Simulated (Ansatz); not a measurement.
# I on W(110): change of the work function, part 2 of 2

How does one ordered layer of I (hollow site) change the work function of W(110), and what dipole does each adsorbate carry?

Ansatz 0.2.0; plane-wave DFT, PBE, Ansatz PAW.

So far, work function, upper face (eV): step 2 (the clean slab) 4.84.

## (3) The covered slab

System of this step: W16I (I/W(110)). The cell holds 17 atoms: 16 W and 1 I. Its edges and angles: a = 5.473 Å, b = 5.473 Å, c = 27.401 Å, α = 90.0°, β = 90.0°, γ = 70.5°. Vacuum lies along c.

The clean slab as it ended is repeated in the plane and the adsorbate is set on one face; the cell's size fixes the coverage, and the k-mesh shrinks with it to keep the sampling density about even. Adsorbate and upper layers relax, since the dipole depends on the height.

Input file input.yaml:

```yaml
crystal:
  lattice:
    - [4.468914857, -3.16, 0.0]
    - [4.468914857, 3.16, 0.0]
    - [0.0, 0.0, 27.4014029405]
  atoms:
    - { symbol: W, position: [0.0, 0.0, 0.3284503359] }
    - { symbol: W, position: [0.25, 0.25, 0.4099957018] }
    - { symbol: W, position: [0.0, 0.0, 0.4929233994] }
    - { symbol: W, position: [0.25, 0.25, 0.5729254667] }
    - { symbol: W, position: [0.0, 0.5, 0.3284503359] }
    - { symbol: W, position: [0.25, 0.75, 0.4099957018] }
    - { symbol: W, position: [0.0, 0.5, 0.4929233994] }
    - { symbol: W, position: [0.25, 0.75, 0.5729254667] }
    - { symbol: W, position: [0.5, 0.0, 0.3284503359] }
    - { symbol: W, position: [0.75, 0.25, 0.4099957018] }
    - { symbol: W, position: [0.5, 0.0, 0.4929233994] }
    - { symbol: W, position: [0.75, 0.25, 0.5729254667] }
    - { symbol: W, position: [0.5, 0.5, 0.3284503359] }
    - { symbol: W, position: [0.75, 0.75, 0.4099957018] }
    - { symbol: W, position: [0.5, 0.5, 0.4929233994] }
    - { symbol: W, position: [0.75, 0.75, 0.5729254667] }
    - { symbol: I, position: [0.42, 0.42, 0.6715496641] }
kpoints:
  mp_grid: { grid: [6, 6, 1] }
hamiltonian:
  xc: pbe
scf:
  occupations: { method: fermi_dirac, width: 0.1 }
  convergence: { dr2_threshold: 1.0e-08 }
efield:
  axis: 3
  dipole_correction: true
  ramp_position: 0.97
  ramp_width: 0.06
relax:
  f_tol: 0.02
  max_steps: 60
  constraints: [{ sites: [0, 1, 4, 5, 8, 9, 12, 13] }]
output:
  dos: { projected: true, e_range: [-8, 4] }
  write_potential: true
  write_density: true
  volumetric_format: npy
  elf: true
```

Launch:

```sh
$ ansatz run input.yaml --threads 4 --pin off --max-ram 6144MiB --backend cpu --events-out ev --progress --plain --runs-dir out
```

What it wrote:

```text
[...]
Crystal: 17 atoms, lattice volume = 773.913 Å³
Basis set: ecut = 420 eV, 15163 PW (Γ), exchange–correlation on 80×80×384 points (8 copies of the dense FFT grid, shifted against one another)
Bands: 145, of which v1, the nominal top of the filled ones, is band 121 counted from 1 (120 counted from 0)
Symmetry: 2 space group operations
[...]
k-points: 13 of 36 (time reversal used)
[...]
SCF iter   1: F=—  HF=-173660.842048 eV  |F-HF|=—  |Δ(HF+E_count)|=         —  Δρ=9.25e-3  dr2=7.73e0  ethr=1.77e-3  p=0.121 e·Å  D=2.82e-2 V/Å  ΔV_dip=-0.77 eV  dr2_dipole=1.70e-2  V_vac-E_F(+/−)=4.27/5.04 eV  ⟨swp⟩=9.6  Hψ=9277  notcnv=0
[...]
SCF iter  10: F=-173660.481701 eV  HF=-173660.481701 eV  |F-HF|=1.22e-8  |Δ(HF+E_count)|=   2.36e-8  Δρ=6.81e-7  dr2=6.33e-9  ethr=4.15e-12  p=0.048 e·Å  D=1.12e-2 V/Å  ΔV_dip=-0.31 eV  dr2_dipole=3.69e-11  V_vac-E_F(+/−)=4.59/4.90 eV  ⟨swp⟩=13.7  Hψ=14930  notcnv=0
SCF 1 converged in 10 iterations: F = -173660.481701 eV  dr2 = 6.33e-9
[...]
relax step   1: F+E_penalty+E_count = -173660.48170063 eV  Δ(F+E_penalty+E_count) = +0.000e0 eV  max|allowed force component| = 1.361e0 eV/Å  Δτ_max = 0.0000 Å  (10 SCF iters, accepted)
[...]
SCF iter  10: F=-173660.703066 eV  HF=-173660.703066 eV  |F-HF|=9.69e-9  |Δ(HF+E_count)|=   1.12e-8  Δρ=3.99e-7  dr2=1.42e-9  ethr=4.15e-12  p=0.109 e·Å  D=2.54e-2 V/Å  ΔV_dip=-0.70 eV  dr2_dipole=5.31e-11  V_vac-E_F(+/−)=4.20/4.89 eV  ⟨swp⟩=12.8  Hψ=14617  notcnv=0
SCF 2 converged in 10 iterations: F = -173660.703066 eV  dr2 = 1.42e-9
relax step   2: F+E_penalty+E_count = -173660.70306592 eV  Δ(F+E_penalty+E_count) = -2.214e-1 eV  max|allowed force component| = 8.782e-1 eV/Å  Δτ_max = 0.1966 Å  (10 SCF iters, accepted)
SCF iter   1: F=—  HF=-173660.821055 eV  |F-HF|=—  |Δ(HF+E_count)|=         —  Δρ=4.03e-3  dr2=1.98e-1  ethr=1.14e-3  p=0.109 e·Å  D=2.54e-2 V/Å  ΔV_dip=-0.70 eV  dr2_dipole=5.03e-2  V_vac-E_F(+/−)=4.19/4.89 eV  ⟨swp⟩=4.7  Hψ=4051  notcnv=0
[...]
SCF iter  10: F=-173660.785485 eV  HF=-173660.785485 eV  |F-HF|=6.64e-9  |Δ(HF+E_count)|=   1.29e-8  Δρ=3.20e-7  dr2=1.74e-9  ethr=4.15e-12  p=0.150 e·Å  D=3.52e-2 V/Å  ΔV_dip=-0.96 eV  dr2_dipole=2.34e-10  V_vac-E_F(+/−)=3.93/4.89 eV  ⟨swp⟩=12.7  Hψ=14653  notcnv=0
SCF 3 converged in 10 iterations: F = -173660.785485 eV  dr2 = 1.74e-9
[...]
relax step   3: F+E_penalty+E_count = -173660.78548502 eV  Δ(F+E_penalty+E_count) = -8.242e-2 eV  max|allowed force component| = 3.835e-1 eV/Å  Δτ_max = 0.1953 Å  (10 SCF iters, accepted)
[...]
relax step   4: F+E_penalty+E_count = -173660.78796847 eV  Δ(F+E_penalty+E_count) = -2.483e-3 eV  max|allowed force component| = 4.368e-1 eV/Å  Δτ_max = 0.1148 Å  (9 SCF iters, accepted)
[...]
relax step   5: F+E_penalty+E_count = -173660.80494070 eV  Δ(F+E_penalty+E_count) = -1.697e-2 eV  max|allowed force component| = 5.927e-2 eV/Å  Δτ_max = 0.0456 Å  (8 SCF iters, accepted)
SCF iter   1: F=—  HF=-173660.804599 eV  |F-HF|=—  |Δ(HF+E_count)|=         —  Δρ=1.96e-4  dr2=4.51e-4  ethr=2.06e-6  p=0.143 e·Å  D=3.35e-2 V/Å  ΔV_dip=-0.92 eV  dr2_dipole=2.71e-5  V_vac-E_F(+/−)=3.97/4.89 eV  ⟨swp⟩=2.5  Hψ=3013  notcnv=0
[...]
SCF iter   7: F=-173660.805266 eV  HF=-173660.805266 eV  |F-HF|=3.61e-9  |Δ(HF+E_count)|=   2.24e-8  Δρ=2.44e-7  dr2=1.02e-9  ethr=4.15e-12  p=0.144 e·Å  D=3.37e-2 V/Å  ΔV_dip=-0.92 eV  dr2_dipole=1.87e-10  V_vac-E_F(+/−)=3.97/4.89 eV  ⟨swp⟩=10.9  Hψ=12875  notcnv=0
SCF 6 converged in 7 iterations: F = -173660.805266 eV  dr2 = 1.02e-9
relax step   6: F+E_penalty+E_count = -173660.80526596 eV  Δ(F+E_penalty+E_count) = -3.253e-4 eV  max|allowed force component| = 4.346e-3 eV/Å  Δτ_max = 0.0055 Å  (7 SCF iters, accepted)
NSCF: frozen V_eff on 13 k-points
[...]
SCF converged after 7 iterations
Free energy (F): -173660.805266 eV
[...]
Internal energy: -173660.429226 eV  (E = F + TS)
E sigma→0 (E₀):  -173660.617246 eV
Entropy (-TS):   -0.376039 eV (-22.120 meV/atom)
Fermi energy:    5.093700 eV
Dipole field:    D = 0.033653 V/Å  (p = 0.143931 e·Å, saw-weighted, corrected)
Work function:   Φ+ = 3.9693 eV   Φ− = 4.8915 eV
[...]
--- Forces (eV/Å), atoms counted from 1 ---
  atom   1  W     -0.00677930     0.00000000     0.35210105
  atom   2  W      0.04813041     0.00000000    -0.44413313
  atom   3  W      0.00255822     0.00000000     0.00153887
  atom   4  W      0.00405411     0.00000000     0.00434612
  atom   5  W      0.00156233    -0.00823561     0.40387794
  atom   6  W     -0.02199648     0.03031492    -0.27745478
  atom   7  W     -0.00198166     0.00128834     0.00003608
  atom   8  W     -0.00313331    -0.00075505    -0.00085585
  atom   9  W      0.00156233     0.00823561     0.40387794
  atom  10  W     -0.02199648    -0.03031492    -0.27745478
  atom  11  W     -0.00198166    -0.00128834     0.00003608
  atom  12  W     -0.00313331     0.00075505    -0.00085585
  atom  13  W     -0.02468124     0.00000000     0.27696990
  atom  14  W      0.02420888     0.00000000    -0.44573212
  atom  15  W      0.00261422     0.00000000     0.00157454
  atom  16  W      0.00148402     0.00000000     0.00268821
  atom  17  I     -0.00048933     0.00000000    -0.00055709
  max |Σ_I F_I| component: 3.13e-6 eV/Å
--- Band table (eV; the first three rows and the last of 13) ---
  k-point 0: bands = [... 117 lower, 5.6337, 5.7177, 5.8578, 5.8824, 5.9074, 6.1621, 6.1916, 6.5957, ... 20 higher]
  k-point 1: bands = [... 117 lower, 5.1766, 5.2921, 5.3544, 5.5492, 6.0276, 6.1827, 6.3046, 6.3990, ... 20 higher]
  k-point 2: bands = [... 117 lower, 4.5741, 4.7227, 4.9748, 5.1439, 5.3189, 5.5545, 5.7603, 6.0485, ... 20 higher]
  k-point 12: bands = [... 117 lower, 4.3137, 4.3985, 4.4107, 4.5213, 4.5694, 4.6373, 4.8324, 4.9936, ... 20 higher]
--- Relaxed structure (6 steps of the walk, 6 accepted, 0 SCFs on fresh bases) ---
  F+E_penalty+E_count = -173660.80526596 eV   max|allowed force component| = 4.346e-3 eV/Å
  atoms:
    - { symbol: W, position: [0.0, 0.0, 0.3284503359] }
    - { symbol: W, position: [0.250000, 0.250000, 0.4099957018] }
    - { symbol: W, position: [0.00148841, 0.00148841, 0.492061] }
    - { symbol: W, position: [0.244349, 0.244349, 0.574274] }
    - { symbol: W, position: [0.0, 0.500000, 0.3284503359] }
    - { symbol: W, position: [0.250000, 0.750000, 0.4099957018] }
    - { symbol: W, position: [0.000397649, 0.499539, 0.493142] }
    - { symbol: W, position: [0.252571, 0.751923, 0.573296] }
    - { symbol: W, position: [0.500000, 0.0, 0.3284503359] }
    - { symbol: W, position: [0.750000, 0.250000, 0.4099957018] }
    - { symbol: W, position: [0.499539, 0.000397649, 0.493142] }
    - { symbol: W, position: [0.751923, 0.252571, 0.573296] }
    - { symbol: W, position: [0.500000, 0.500000, 0.3284503359] }
    - { symbol: W, position: [0.750000, 0.750000, 0.4099957018] }
    - { symbol: W, position: [0.499760, 0.499760, 0.492481] }
    - { symbol: W, position: [0.752698, 0.752698, 0.571678] }
    - { symbol: I, position: [0.429345, 0.429345, 0.658748] }
```

Elapsed: 4.6 min, on 4 threads of Intel Xeon Platinum 8259CL at 2.50GHz (Skylake/Cascade Lake), shared host; peak memory 3.2 GiB; 17 min of CPU time.

Relaxation path:

| step | energy less that of the first step (eV) | largest force component (eV/Å) |
| --- | --- | --- |
| 1 | 0.0000 | 1.3614 |
| 2 | -0.2214 | 0.8782 |
| 3 | -0.3038 | 0.3835 |
| 4 | -0.3063 | 0.4368 |
| 5 | -0.3232 | 0.0593 |
| 6 | -0.3236 | 0.0043 |

The run keeps the 2 symmetry operations that the program found, so distortions that break them were not tested.

The atoms that moved most (Å):

| atom | dx | dy | dz | length |
| --- | --- | --- | --- | --- |
| I17 | 0.084 | 0.000 | -0.351 | 0.361 |
| W4 | -0.051 | 0.000 | 0.037 | 0.063 |
| W16 | 0.024 | 0.000 | -0.034 | 0.042 |
| W3 | 0.013 | 0.000 | -0.024 | 0.027 |
| W8 | 0.020 | -0.002 | 0.010 | 0.023 |
| W12 | 0.020 | 0.002 | 0.010 | 0.023 |
| W15 | -0.002 | 0.000 | -0.012 | 0.012 |
| W11 | 0.000 | 0.003 | 0.006 | 0.007 |

Final coordinates:

```xyz
17
Lattice="4.4689 -3.1600 0.0000 4.4689 3.1600 0.0000 0.0000 0.0000 27.4014" Properties=species:S:1:pos:R:3
W     0.0000    0.0000    9.0000
W     2.2345    0.0000   11.2345
W     0.0133    0.0000   13.4832
W     2.1839    0.0000   15.7359
W     2.2345    1.5800    9.0000
W     4.4689    1.5800   11.2345
W     2.2342    1.5773   13.5128
W     4.4890    1.5780   15.7091
W     2.2345   -1.5800    9.0000
W     4.4689   -1.5800   11.2345
W     2.2342   -1.5773   13.5128
W     4.4890   -1.5780   15.7091
W     4.4689    0.0000    9.0000
W     6.7034    0.0000   11.2345
W     4.4668    0.0000   13.4947
W     6.7275    0.0000   15.6648
I     3.8374    0.0000   18.0506
```

This step gave:

```yaml
energy_at_zero_smearing: -173660.6172 eV
work_function_upper_face: 3.969 eV
work_function_lower_face: 4.891 eV
dipole_along_the_normal: 0.1439 e·Å
step_between_the_vacuum_levels: -0.9221 eV
```

Running mean over 2.234 Å of the planar mean; the ramp of the sawtooth is left out. The electron's electrostatic potential energy less the Fermi level by z:

z (Å), electron's electrostatic potential energy less the Fermi level (eV) and a bar from the least value:
```
      3.5        4.9 ##############################
      4.0        4.9 ##############################
      4.5        4.9 ##############################
      5.0        4.9 ##############################
      5.5        4.8 ##############################
      6.0        4.7 ##############################
      6.5        4.4 #############################
      7.0        3.3 ###########################
      7.5       -0.1 ######################
      8.0       -5.8 ############
      8.5      -10.5 ####
      9.0      -12.2 #
      9.5      -12.5 #
     10.0      -12.6 #
     10.5      -12.7 
     11.0      -12.7 
     11.5      -12.7 
     12.0      -12.5 #
     12.5      -12.4 #
     13.0      -12.6 #
     13.5      -12.7 
     14.0      -12.9 
     14.5      -12.9 
     15.0      -12.8 
     15.5      -12.5 #
     16.0      -11.8 ##
     16.5       -9.0 #######
     17.0       -4.1 ###############
     17.5       -0.4 #####################
     18.0        0.9 #######################
     18.5        1.6 ########################
     19.0        2.3 ##########################
     19.5        3.0 ###########################
     20.0        3.6 ############################
     20.5        3.9 ############################
     21.0        4.0 ############################
     21.5        4.0 ############################
     22.0        4.0 ############################
     22.5        4.0 ############################
     23.0        4.0 ############################
     23.5        4.0 ############################
     24.0        4.0 ############################
```

The density of states has structure finer than the step of the table below, so its rows give means over 0.25 eV. Peaks (eV: height): -3.130: 25.8, -3.070: 32.7, -2.890: 34.4, -2.590: 30.7, -2.500: 34.0, -1.950: 28.0, -1.440: 29.6.

The density of states by energy, zero at the Fermi level; means over each step:

| energy (eV) | density of states (states/eV a cell) |
| --- | --- |
| -7.75 | 0.986 |
| -7.50 | 2.11 |
| -7.25 | 2.04 |
| -7.00 | 2.44 |
| -6.75 | 1.90 |
| -6.50 | 2.16 |
| -6.25 | 5.69 |
| -6.00 | 6.40 |
| -5.75 | 11.2 |
| -5.50 | 10.6 |
| -5.25 | 12.2 |
| -5.00 | 14.1 |
| -4.75 | 16.1 |
| -4.50 | 20.1 |
| -4.25 | 14.1 |
| -4.00 | 12.2 |
| -3.75 | 15.2 |
| -3.50 | 12.1 |
| -3.25 | 20.8 |
| -3.00 | 24.2 |
| -2.75 | 20.6 |
| -2.50 | 23.8 |
| -2.25 | 18.5 |
| -2.00 | 22.1 |
| -1.75 | 19.6 |
| -1.50 | 22.0 |
| -1.25 | 13.8 |
| -1.00 | 13.2 |
| -0.75 | 12.1 |
| -0.50 | 12.2 |
| -0.25 | 11.0 |
| 0.00 | 11.5 |
| 0.25 | 12.3 |
| 0.50 | 12.0 |
| 0.75 | 14.0 |
| 1.00 | 17.1 |
| 1.25 | 17.7 |
| 1.50 | 20.4 |
| 1.75 | 18.8 |

Projected DOS per atom over height of the atomic layer and energy from the Fermi level. Layers: W4 W4 W4 W4 I from below.

Ten even steps from '_' (0.01 states/eV) to '@' (2.62 states/eV), each cell a mean:
```
--======..
========__
==::::--__
--::..::__
--....--__
--....--__
==....--__
**::::==__
++--==++..
========..
++++++==..
--**++::::
..::----@@
::::::::++
--==----**
..----::==
..::--..--
..::::..::
____..____
__________
__________
__________
```
Columns: height of the atomic layer (Å) from 9 to 18.1; rows upwards: energy from the Fermi level (eV) from -7.96 to 1.95.

ELF in the ca plane at fractional y = 0.000, with atoms of W within 0.2 Å of it. It is the smooth field of the valence electrons, not physical close to the nuclei.

Ten even steps from '0' (0.00) to '9' (0.67), each cell a mean:
```
67955655654886964655677531000000000000000000
99646644663499735655677531000000000000000000
55456555665445446655677520000000000000000000
55566555677554566556776410000000000000000000
55456555565445446555675310000000000000000000
99646644563499744655665210000000000000000000
66955655654885964655665210000000000000000000
33955755654961874665665210000000000000000000
99845654653699954655665310000000000000000000
77446644564367535655676410000000000000000000
54466555666545457655677520000000000000000000
54466555666544457656677531000000000000000000
77446644564367535655677531000000000000000000
99845654653799954655677531000000000000000000
33955755654952974665677531000000000000000000
```
Columns run along c (16.0 Å, from fractional 0.32 to 0.91 of the cell), rows up along a (5.5 Å). Atoms in or near the plane, at fractional coordinates: W at (0.33, 0.00), W at (0.49, 0.00), W at (0.33, 0.50), W at (0.49, 0.50).

Electrostatic potential energy in the ca plane at fractional y = 0.000, with atoms of W within 0.2 Å of it. With pseudopotentials it is smooth inside the atoms' cores, unlike the true potential.

Ten even steps from '0' (-58 eV) to '9' (10 eV), each cell a mean:
```
00268999997300158999999999999999999999999999
22579988998632478999999999999999999999999999
77899988999877789988999999999999999999999999
88899988999988899988999999999999999999999999
77889988999876789988999999999999999999999999
22579988998632478999999999999999999999999999
00268999997300148999999999999999999999999999
00158999997200048999999999999999999999999999
00378999998410268999999999999999999999999999
55689988998754689988999999999999999999999999
88899988999888899988899999999999999999999999
88899988999888899988899999999999999999999999
45689988998754689988999999999999999999999999
00378999997410268999999999999999999999999999
00158999987200048999999999999999999999999999
```
Columns run along c (16.0 Å, from fractional 0.32 to 0.91 of the cell; values clipped at the 3rd and 97th percentile), rows up along a (5.5 Å). Atoms in or near the plane, at fractional coordinates: W at (0.33, 0.00), W at (0.49, 0.00), W at (0.33, 0.50), W at (0.49, 0.50).

Valence density in the ca plane at fractional y = 0.000, with atoms of W within 0.2 Å of it. It is the smooth field of the valence electrons, not physical close to the nuclei.

Values in e/Å³, 8 rows by 16 columns, each cell a mean:
```
3.8 0.6 0.3 0.4 3.3 1.9 0.3 0.2 0.1 0.0 0.0 0.0 0.0 0.0 0.0 0.0
0.7 0.3 0.4 0.3 0.6 0.4 0.3 0.3 0.1 0.0 0.0 0.0 0.0 0.0 0.0 0.0
1.2 0.3 0.4 0.3 1.0 0.7 0.3 0.3 0.1 0.0 0.0 0.0 0.0 0.0 0.0 0.0
4.4 0.7 0.3 0.4 3.8 2.6 0.3 0.2 0.1 0.0 0.0 0.0 0.0 0.0 0.0 0.0
3.8 0.6 0.3 0.4 3.2 2.1 0.3 0.3 0.1 0.0 0.0 0.0 0.0 0.0 0.0 0.0
0.7 0.3 0.4 0.3 0.6 0.4 0.4 0.3 0.1 0.0 0.0 0.0 0.0 0.0 0.0 0.0
1.2 0.3 0.4 0.3 1.1 0.7 0.4 0.3 0.1 0.0 0.0 0.0 0.0 0.0 0.0 0.0
4.4 0.7 0.3 0.4 3.9 2.5 0.3 0.2 0.1 0.0 0.0 0.0 0.0 0.0 0.0 0.0
```
Columns run along c (16.0 Å, from fractional 0.32 to 0.91 of the cell), rows up along a (5.5 Å). Atoms in or near the plane, at fractional coordinates: W at (0.33, 0.00), W at (0.49, 0.00), W at (0.33, 0.50), W at (0.49, 0.50).

The relaxation took 6 steps and lowered the energy by 0.32 eV; the largest force on the free atoms ends at 0.0043 eV/Å.

By hand: a sheet of dipoles makes a step −p/(ε₀A) in the electron's potential. With e/ε₀ = 180.95 V·Å, p = 0.1439 e·Å and A = 28.24 Å², that is −180.95 × (0.1439) / 28.24 = -0.922 eV, and the two vacuum levels of the run differ by -0.922 eV.

The covered face has 3.97 eV, -0.88 eV against the clean one; the bare back face has moved by -0.01 eV, a measure of how thin the slab is.

## (4) Work function against coverage

This step: plane-wave DFT, PBE, Ansatz PAW; work function against coverage (Ansatz 0.2.0).

The runs are now put side by side.

This step gave:

- work function of the clean face: 4.845 eV
- largest change of the work function: -0.8753 eV

The work function of the covered face by coverage:

| coverage (adsorbates/nm²) | work function of the covered face (eV) |
| --- | --- |
| 0.00 | 4.84 |
| 3.54 | 3.97 |

The dipole per adsorbate comes from the change of the cell's dipole. Coverage, by row:

| coverage (1/nm²) | coverage (ML) | work function (eV) | change (eV) | dipole per adsorbate, positive end outwards (debye) | mean height of the added atoms over the highest substrate atom (Å) |
| --- | --- | --- | --- | --- | --- |
| 3.541 | 0.25 | 3.969 | -0.8753 | 0.651 | 2.315 |

## (5) Results

| Item | Value |
| --- | --- |
| work function of the clean face | 4.84 eV |
| work function at 0.25 ML | 3.97 eV |
| dipole per adsorbate at 0.25 ML, positive end outwards | 0.65 D |

**Reading.** I lowers the work function of W(110) at the lowest coverage, by 0.88 eV: the adsorbate layer has its positive end outwards. An electronegative adsorbate that lowers the work function shows that charge transfer alone doesn't fix the sign: the pushed-back electron tail of the metal and the adsorbate's own polarisation count too. One coverage alone was completed, so no trend follows. The slab has 4 layers, at the tabulated experimental lattice constant, one starting site was run, and quantum-size effects of a slab this thin can reach one or two tenths of an eV.

[Long decimals in the printed logs are rounded to 6 places.]

[Logs are printed without paths, hosts, clocks, repeated set-up lines and the standing remarks that a program may print on its own settings, such as how far it seeks lower states.]

[Hosts, paths, dates, database ids (printed as entryN), source tags and the programs' standing remarks are cut or masked in the printed files.]

[Maps of the electrostatic potential energy from Ansatz leave out the sawtooth potential of an applied field or a dipole correction, so their vacuum need not be flat; planar profiles and work functions include it.]
